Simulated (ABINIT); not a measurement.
# Sr (Strontium): phonons by linear response, part 3 of 4

How does Sr (Strontium) vibrate, and is this structure a minimum?

ABINIT 10.8.3; DFT PBEsol, scalar-relativistic, plane waves, PseudoDojo norm-conserving pseudopotentials.

So far. Step 3 (Relaxation): The volume changes by -8.3 % in this run and stands -8.3 % from the first cell. Step 4 (Self-consistent run for the response): The cell stands at -0.30 GPa: the relaxation ran with a smoothed and higher cutoff, and the difference is a stress of the finite basis. The relaxed cell has a = 5.911 Å (conventional setting).

### Step 6. Phonons on a q mesh

Linear response treats each wavevector in the unit cell, with no supercell; the 4×4×4 mesh fixes the range of the force constants to be had.

File dfpt_q.abi:

```
ndtset 7

# wavevectors
qpt1 0.25 0.0 0.0
qpt2 0.5 0.0 0.0
qpt3 0.25 0.25 0.0
qpt4 0.5 0.25 0.0
qpt5 -0.25 0.25 0.0
qpt6 0.5 0.5 0.0
qpt7 -0.25 0.5 0.25

# displacements
getwfk_filepath "gso_WFK"
getwfq_filepath "gso_WFK"
kptopt 3
nqpt 1
rfphon 1
rfatpol 1 1
rfdir 1 1 1
tolvrs 1.0d-10
prtwf 0

# basis, mesh and filling
ecut 28.0
ngkpt 8 8 8
nshiftk 1
shiftk 0.0 0.0 0.0
istwfk *1
occopt 7
tsmear 0.001
nband 11
nstep 100
diemac 9.0
prtebands 0
prtgsr 0

# cell and atoms
acell 7.898647163 7.898647163 7.898647163
rprim 
    0.0 0.7071067812 0.7071067812
    0.7071067812 0.0 0.7071067812
    0.7071067812 0.7071067812 0.0
ntypat 1
znucl 38
natom 1
typat 1
xred 
    0.0 0.0 0.0
pp_dirpath "./pseudo"
pseudos "Sr.upf"
```

Run with:

```console
> OMP_NUM_THREADS=1 mpirun -n 4 abinit dfpt_q.abi > dfpt_q.log
```

Numbers of over 12 decimals in the logs are rounded to 6 here.

dfpt_q.abo, the main output file:

```text
[banners, grids, parts of the stress and lines that vanish by symmetry left out]
- input  file    -> dfpt_q.abi
- output file    -> dfpt_q.abo
- root for input  files -> dfpt_qi
[...]
DATASET    1 : space group Fm -3 m (#225); Bravais cF (face-center cubic)
[...]
nfft =       64000          nkpt =         512
[...]
DATASET    2 : space group Fm -3 m (#225); Bravais cF (face-center cubic)
[...]
nfft =       64000          nkpt =         512
[...]
DATASET    3 : space group Fm -3 m (#225); Bravais cF (face-center cubic)
[...]
nfft =       64000          nkpt =         512
[...]
DATASET    4 : space group Fm -3 m (#225); Bravais cF (face-center cubic)
[...]
nfft =       64000          nkpt =         512
[...]
DATASET    5 : space group Fm -3 m (#225); Bravais cF (face-center cubic)
[...]
nfft =       64000          nkpt =         512
[...]
DATASET    6 : space group Fm -3 m (#225); Bravais cF (face-center cubic)
[...]
nfft =       64000          nkpt =         512
[...]
DATASET    7 : space group Fm -3 m (#225); Bravais cF (face-center cubic)
[...]
nfft =       64000          nkpt =         512
[...]
== DATASET  1 ==================================================================
[...]
cutoff_energies: {ecut:  28.0, pawecutdg:  -1.0, }
[...]
Perturbation : displacement of atom   1   along direction   1
[...]
-ETOT  1   12.131553271650     -1.656E+03 7.060E+00 4.189E+05
 ETOT  2   48.713878135639      3.658E+01 9.277E-01 1.884E+06
 ETOT  3  0.841502     -4.787E+01 9.630E-02 6.879E+00
 ETOT  4  0.840002     -1.500E-03 3.743E-02 1.054E+00
 ETOT  5  0.839676     -3.259E-04 1.430E-03 3.721E-01
[...]
At SCF step   13       vres2   =  1.39E-11 < tolvrs=  1.00E-10 =>converged.
[...]
Perturbation : displacement of atom   1   along direction   2
[...]
-ETOT  1  0.918014     -1.528E+03 7.136E+00 9.096E+01
[...]
At SCF step   11       vres2   =  7.71E-11 < tolvrs=  1.00E-10 =>converged.
[...]
Phonon wavevector (reduced coordinates) :  0.25000  0.00000  0.00000
 Phonon energies in Hartree :
[...]
Phonon frequencies in cm-1    :
-  3.542073E+01  3.542073E+01  7.375668E+01
[...]
== DATASET  2 ==================================================================
[...]
cutoff_energies: {ecut:  28.0, pawecutdg:  -1.0, }
[...]
Perturbation : displacement of atom   1   along direction   1
[...]
-ETOT  1   7.074092     -1.656E+03 7.005E+00 4.886E+04
[...]
At SCF step   11       vres2   =  1.42E-11 < tolvrs=  1.00E-10 =>converged.
[...]
Perturbation : displacement of atom   1   along direction   2
[...]
-ETOT  1   1.202110     -1.533E+03 7.124E+00 9.032E+01
[...]
At SCF step   10       vres2   =  1.29E-11 < tolvrs=  1.00E-10 =>converged.
[...]
Phonon wavevector (reduced coordinates) :  0.50000  0.00000  0.00000
 Phonon energies in Hartree :
[...]
Phonon frequencies in cm-1    :
-  5.117497E+01  5.117497E+01  9.758760E+01
[...]
== DATASET  3 ==================================================================
[...]
cutoff_energies: {ecut:  28.0, pawecutdg:  -1.0, }
[...]
Perturbation : displacement of atom   1   along direction   1
[...]
-ETOT  1   12.070333261554     -1.615E+03 7.009E+00 3.104E+05
[...]
Phonon wavevector (reduced coordinates) :  0.25000  0.25000  0.00000
 Phonon energies in Hartree :
[...]
Phonon frequencies in cm-1    :
-  5.730195E+01  5.730195E+01  7.003549E+01
[...]
== DATASET  4 ==================================================================
[...]
cutoff_energies: {ecut:  28.0, pawecutdg:  -1.0, }
[...]
Perturbation : displacement of atom   1   along direction   1
[...]
-ETOT  1   4.676201     -1.638E+03 6.901E+00 2.463E+04
[...]
Perturbation : displacement of atom   1   along direction   2
[...]
-ETOT  1   2.399557     -1.574E+03 7.044E+00 6.073E+03
[...]
Perturbation : displacement of atom   1   along direction   3
[...]
-ETOT  1   1.595820     -1.545E+03 7.114E+00 9.239E+01
[...]
Phonon wavevector (reduced coordinates) :  0.50000  0.25000  0.00000
 Phonon energies in Hartree :
[...]
Phonon frequencies in cm-1    :
-  6.693260E+01  7.420320E+01  9.962716E+01
[...]
== DATASET  5 ==================================================================
[...]
cutoff_energies: {ecut:  28.0, pawecutdg:  -1.0, }
[...]
Perturbation : displacement of atom   1   along direction   1
[...]
-ETOT  1   4.166625     -1.588E+03 7.013E+00 3.406E+04
[...]
Perturbation : displacement of atom   1   along direction   3
[...]
-ETOT  1   1.115829     -1.533E+03 7.111E+00 9.322E+01
[...]
Phonon wavevector (reduced coordinates) : -0.25000  0.25000  0.00000
 Phonon energies in Hartree :
[...]
Phonon frequencies in cm-1    :
-  4.752602E+01  7.825462E+01  8.574566E+01
[...]
== DATASET  6 ==================================================================
[...]
cutoff_energies: {ecut:  28.0, pawecutdg:  -1.0, }
[...]
Perturbation : displacement of atom   1   along direction   1
[...]
-ETOT  1   3.484324     -1.614E+03 6.934E+00 7.328E+03
[...]
Phonon wavevector (reduced coordinates) :  0.50000  0.50000  0.00000
 Phonon energies in Hartree :
[...]
Phonon frequencies in cm-1    :
-  8.053689E+01  8.053689E+01  1.088373E+02
[...]
== DATASET  7 ==================================================================
[...]
cutoff_energies: {ecut:  28.0, pawecutdg:  -1.0, }
[...]
Perturbation : displacement of atom   1   along direction   1
[...]
-ETOT  1   2.577307     -1.589E+03 7.018E+00 3.019E+03
[...]
At SCF step   10       vres2   =  7.72E-11 < tolvrs=  1.00E-10 =>converged.
[...]
Perturbation : displacement of atom   1   along direction   2
[...]
-ETOT  1   3.037369     -1.610E+03 9.320E+00 3.155E+03
[...]
ETOT  9   1.894614     -1.069E-11 1.069E+00 2.608E-10
 ETOT 10   1.894614     -2.956E-12 9.455E-01 2.626E-11
 At SCF step   10       vres2   =  2.63E-11 < tolvrs=  1.00E-10 =>converged.
[...]
Phonon wavevector (reduced coordinates) : -0.25000  0.50000  0.25000
 Phonon energies in Hartree :
[...]
Phonon frequencies in cm-1    :
-  6.886300E+01  9.571489E+01  9.571489E+01
[...]
fcart7     0.0000000000E+00  0.0000000000E+00  0.0000000000E+00
       
================================================================================
```

Elapsed: 19 min, on 4 MPI ranks of Arm Neoverse V2, shared host; 75 min of CPU time.

Numbers from this step:

| Quantity | Value |
| --- | --- |
| lowest mode on the q mesh (acoustic ones at the zone centre apart) | 35.42 cm⁻¹ |

Frequencies (cm⁻¹) before the sum rule at the irreducible wavevectors but Γ, which is solved apart; negative means imaginary. Frequencies by wavevector:

| q (fractions) | star | mode 1 | mode 2 | mode 3 |
| --- | --- | --- | --- | --- |
| 0.25 0 0 | 8 | 35.42 | 35.42 | 73.76 |
| 0.5 0 0 | 4 | 51.17 | 51.17 | 97.59 |
| 0.25 0.25 0 | 6 | 57.3 | 57.3 | 70.04 |
| 0.5 0.25 0 | 24 | 66.93 | 74.2 | 99.63 |
| -0.25 0.25 0 | 12 | 47.53 | 78.25 | 85.75 |
| 0.5 0.5 0 | 3 | 80.54 | 80.54 | 108.8 |
| -0.25 0.5 0.25 | 6 | 68.86 | 95.71 | 95.71 |

### Step 7. Dispersion

anaddb transforms the dynamical matrices to force constants and back along the path; points of the mesh come back as solved, but for the sum rule and, in polar crystals, the LO-TO term at Γ; the rest is interpolation.

File anaddb.abi:

```
ddb_filepath "all_DDB"
output_file "anaddb.abo"
outdata_prefix "anaddb"
ifcflag 1
ngqpt 4 4 4
nqshft 1
q1shft 0.0 0.0 0.0
asr 1
chneut 0
dipdip 0
dipquad 0
quadquad 0
enunit 0
eivec 0
nph1l 62
qph1l 
    0.0 0.0 0.0 1.0
    0.05 0.0 0.05 1.0
    0.1 0.0 0.1 1.0
    0.15 0.0 0.15 1.0
    0.2 0.0 0.2 1.0
    0.25 0.0 0.25 1.0
    0.3 0.0 0.3 1.0
    0.35 0.0 0.35 1.0
    0.4 0.0 0.4 1.0
    0.45 0.0 0.45 1.0
    0.5 0.0 0.5 1.0
    0.5125 0.025 0.5125 1.0
    0.525 0.05 0.525 1.0
    0.5375 0.075 0.5375 1.0
    0.55 0.1 0.55 1.0
    0.5625 0.125 0.5625 1.0
    0.575 0.15 0.575 1.0
    0.5875 0.175 0.5875 1.0
    0.6 0.2 0.6 1.0
    0.6125 0.225 0.6125 1.0
    0.625 0.25 0.625 1.0
    0.375 0.375 0.75 1.0
    0.3375 0.3375 0.675 1.0
    0.3 0.3 0.6 1.0
    0.2625 0.2625 0.525 1.0
    0.225 0.225 0.45 1.0
    0.1875 0.1875 0.375 1.0
    0.15 0.15 0.3 1.0
    0.1125 0.1125 0.225 1.0
    0.075 0.075 0.15 1.0
    0.0375 0.0375 0.075 1.0
    0.0 0.0 0.0 1.0
    0.05 0.05 0.05 1.0
    0.1 0.1 0.1 1.0
    0.15 0.15 0.15 1.0
    0.2 0.2 0.2 1.0
    0.25 0.25 0.25 1.0
    0.3 0.3 0.3 1.0
    0.35 0.35 0.35 1.0
    0.4 0.4 0.4 1.0
    0.45 0.45 0.45 1.0
    0.5 0.5 0.5 1.0
    0.5 0.475 0.525 1.0
    0.5 0.45 0.55 1.0
    0.5 0.425 0.575 1.0
    0.5 0.4 0.6 1.0
    0.5 0.375 0.625 1.0
    0.5 0.35 0.65 1.0
    0.5 0.325 0.675 1.0
    0.5 0.3 0.7 1.0
    0.5 0.275 0.725 1.0
    0.5 0.25 0.75 1.0
    0.5 0.225 0.725 1.0
    0.5 0.2 0.7 1.0
    0.5 0.175 0.675 1.0
    0.5 0.15 0.65 1.0
    0.5 0.125 0.625 1.0
    0.5 0.1 0.6 1.0
    0.5 0.075 0.575 1.0
    0.5 0.05 0.55 1.0
    0.5 0.025 0.525 1.0
    0.5 0.0 0.5 1.0
```

File mrgddb.in:

```
all_DDB
merged
8
dfpt_gammao_DDB
dfpt_qo_DS1_DDB
dfpt_qo_DS2_DDB
dfpt_qo_DS3_DDB
dfpt_qo_DS4_DDB
dfpt_qo_DS5_DDB
dfpt_qo_DS6_DDB
dfpt_qo_DS7_DDB
```

Run with:

```console
> mrgddb < mrgddb.in > mrgddb.log
> OMP_NUM_THREADS=1 anaddb anaddb.abi > anaddb.log
```

anaddb.abo, the main output file:

```text
[banners, grids, parts of the stress and lines that vanish by symmetry left out]
-outvars_anaddb: echo values of input variables ----------------------

 Flags :
[...]
Phonon wavevector (reduced coordinates) :  0.00000  0.00000  0.00000
 Phonon energies in Hartree :
[...]
Phonon frequencies in cm-1    :
-  0.000000E+00  0.000000E+00  0.000000E+00
[...]
Phonon wavevector (reduced coordinates) :  0.05000  0.00000  0.05000
 Phonon energies in Hartree :
[...]
Phonon frequencies in cm-1    :
-  1.340860E+01  1.340860E+01  1.424987E+01
[...]
Phonon wavevector (reduced coordinates) :  0.10000  0.00000  0.10000
 Phonon energies in Hartree :
[...]
Phonon frequencies in cm-1    :
-  2.606625E+01  2.606625E+01  2.836521E+01
[...]
Phonon wavevector (reduced coordinates) :  0.15000  0.00000  0.15000
 Phonon energies in Hartree :
[...]
Phonon frequencies in cm-1    :
-  3.757316E+01  3.757316E+01  4.236489E+01
[...]
Phonon wavevector (reduced coordinates) :  0.20000  0.00000  0.20000
 Phonon energies in Hartree :
[...]
Phonon frequencies in cm-1    :
-  4.793156E+01  4.793156E+01  5.631025E+01
  Phonon wavevector (reduced coordinates) :  0.25000  0.00000  0.25000
 Phonon energies in Hartree :
[...]
Phonon frequencies in cm-1    :
-  5.725217E+01  5.725217E+01  6.999477E+01
  Phonon wavevector (reduced coordinates) :  0.30000  0.00000  0.30000
 Phonon energies in Hartree :
[...]
Phonon frequencies in cm-1    :
-  6.541875E+01  6.541875E+01  8.277209E+01
  Phonon wavevector (reduced coordinates) :  0.35000  0.00000  0.35000
 Phonon energies in Hartree :
[...]
Phonon frequencies in cm-1    :
-  7.206106E+01  7.206106E+01  9.372238E+01
  Phonon wavevector (reduced coordinates) :  0.40000  0.00000  0.40000
 Phonon energies in Hartree :
[...]
Phonon frequencies in cm-1    :
-  7.682364E+01  7.682364E+01  1.020043E+02
  Phonon wavevector (reduced coordinates) :  0.45000  0.00000  0.45000
 Phonon energies in Hartree :
[...]
Phonon frequencies in cm-1    :
-  7.960196E+01  7.960196E+01  1.071003E+02
  Phonon wavevector (reduced coordinates) :  0.50000  0.00000  0.50000
 Phonon energies in Hartree :
[...]
Phonon frequencies in cm-1    :
-  8.050148E+01  8.050148E+01  1.088111E+02
  Phonon wavevector (reduced coordinates) :  0.51250  0.02500  0.51250
 Phonon energies in Hartree :
[...]
Phonon frequencies in cm-1    :
-  8.040267E+01  8.058825E+01  1.087484E+02
  Phonon wavevector (reduced coordinates) :  0.52500  0.05000  0.52500
 Phonon energies in Hartree :
[...]
Phonon frequencies in cm-1    :
-  8.010674E+01  8.084413E+01  1.085590E+02
  Phonon wavevector (reduced coordinates) :  0.53750  0.07500  0.53750
 Phonon energies in Hartree :
[...]
Phonon frequencies in cm-1    :
-  7.961518E+01  8.125629E+01  1.082389E+02
[...]
Phonon wavevector (reduced coordinates) :  0.50000  0.17500  0.67500
 Phonon energies in Hartree :
[...]
Phonon frequencies in cm-1    :
-  7.157491E+01  8.910664E+01  1.021143E+02
  Phonon wavevector (reduced coordinates) :  0.50000  0.15000  0.65000
 Phonon energies in Hartree :
[...]
Phonon frequencies in cm-1    :
-  7.332402E+01  8.712415E+01  1.039166E+02
  Phonon wavevector (reduced coordinates) :  0.50000  0.12500  0.62500
 Phonon energies in Hartree :
[...]
Phonon frequencies in cm-1    :
-  7.516542E+01  8.531044E+01  1.054548E+02
  Phonon wavevector (reduced coordinates) :  0.50000  0.10000  0.60000
 Phonon energies in Hartree :
[...]
Phonon frequencies in cm-1    :
-  7.691139E+01  8.370844E+01  1.067004E+02
  Phonon wavevector (reduced coordinates) :  0.50000  0.07500  0.57500
 Phonon energies in Hartree :
[...]
Phonon frequencies in cm-1    :
-  7.840989E+01  8.237047E+01  1.076465E+02
  Phonon wavevector (reduced coordinates) :  0.50000  0.05000  0.55000
 Phonon energies in Hartree :
[...]
Phonon frequencies in cm-1    :
-  7.955026E+01  8.135524E+01  1.083024E+02
  Phonon wavevector (reduced coordinates) :  0.50000  0.02500  0.52500
 Phonon energies in Hartree :
[...]
Phonon frequencies in cm-1    :
-  8.026058E+01  8.071867E+01  1.086854E+02
  Phonon wavevector (reduced coordinates) :  0.50000  0.00000  0.50000
 Phonon energies in Hartree :
[...]
Phonon frequencies in cm-1    :
-  8.050148E+01  8.050148E+01  1.088111E+02
-
```

Run time: 0.53 s. Hardware: 1 thread.

Read from the output:

```yaml
lowest_frequency_on_the_path: 0 cm⁻¹
```

Anaddb. Phonon branches along the path, in cm⁻¹:

| point | branch 1 | branch 2 | branch 3 |
| --- | --- | --- | --- |
| Γ | 0 | 0 | 0 |
| halfway | 57 | 57 | 70 |
| X | 80 | 80 | 109 |
| halfway | 78 | 82 | 107 |
| U | 71 | 86 | 102 |
| jump to K | 71 | 86 | 102 |
| halfway | 34 | 62 | 77 |
| Γ | 0 | 0 | 0 |
| halfway | 35 | 35 | 74 |
| L | 51 | 51 | 98 |
| halfway | 60 | 76 | 98 |
| W | 69 | 96 | 96 |
| halfway | 75 | 85 | 106 |
| X | 80 | 80 | 109 |

The phonon branches as a text plot (rows in cm⁻¹):

```
    107 |           *****                                     ***
    102 |         **     **                                 **
     97 |                  *                    ************
     93 |        *                             *         * *
     88 |                 *****               *         *   **
     84 |       *      ***     *             *         *      *
     79 |           ****     **                                **
     75 |         **    **      *           *         *      **
     70 |      * *        *    *                     *   ****
     66 |       *          *     *                      *
     61 |                       *          *        * **
     57 |    ***            *                      ***
     52 |                    **  ***            ****
     48 |    **                           *    *
     43 |   *                  *              *
     39 |   *                     ***        *
     34 |                       *        *  *
     29 |  *                        *      *
     25 |  *                     *
     20 |                         ** *    *
     16 | *                          *  **
     11 | *                         *
      7 |                            *  *
      2 |*                            **
         Γ           X  U|K            Γ         L        W     X
```

All branches are real along the path.

[end of part 3 of 4]

[Host names and launcher messages were left out of these logs when they were recorded.]

[Logs are printed without paths, hosts, clocks, repeated set-up lines and the standing remarks that a program may print on its own settings, such as how far it seeks lower states.]

[Hosts, paths, dates, database ids (printed as entryN), source tags and the programs' standing remarks are cut or masked in the printed files.]
